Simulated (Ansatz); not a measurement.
# Does disorder add resistance in series? Al(111) layers displaced at 300 K

Two lengths of the disordered region are known. What area resistance does the third give?

Set-up. Ansatz 0.2.0, plane waves with PAW datasets at their recommended cutoffs (420 eV for most), Fermi-Dirac smearing; ballistic transmission by layer matching. The area resistance is RA = A (h/2e²)(1/T − 1/N), with T the zone-mean transmission per spin and N the lead's channels, both averaged over a few energies near the Fermi level; for magnets each spin is taken apart, with h/e², and the two conduct in parallel. Lateral cell 2x2, PBE, a fresh random draw for each length. Atoms are displaced independently, by 0.0966 Å r.m.s. per direction; each RA is scaled by the nominal over the drawn mean square displacement.

Results; the value marked ? is to be predicted:

| length (Å) | channels N | RA (fΩ m²) |
| --- | --- | --- |
| 9.35 | 5.430 | 0.0445 |
| 18.7 | 5.423 | 0.109 |
| 28.0 | 5.490 | ? |

**Estimate by hand.**

Ohm's law makes RA linear in the length: the slope is (0.109 − 0.0445)/(18.7 − 9.35) = 6.89×10⁻³ fΩ m² per Å, or 6.9 µΩ cm. Then 0.109 + 6.89×10⁻³ × 9.35. Predicted: 0.173 fΩ m².

**The withheld run.**

0.142 fΩ m², so the prediction is 22 % too high. The three lengths together give 5.2 µΩ cm. Single draws scatter, and the lead's own channel count shifts by 1.2 % between the runs, which moves RA too; these runs don't part the causes of the miss, and leave the question open.

**Limits.** The scatterers repeat sideways with the small cell. The slope is a raw one; a model of isotropic scattering puts it 1.13 times the bulk value over these lengths.
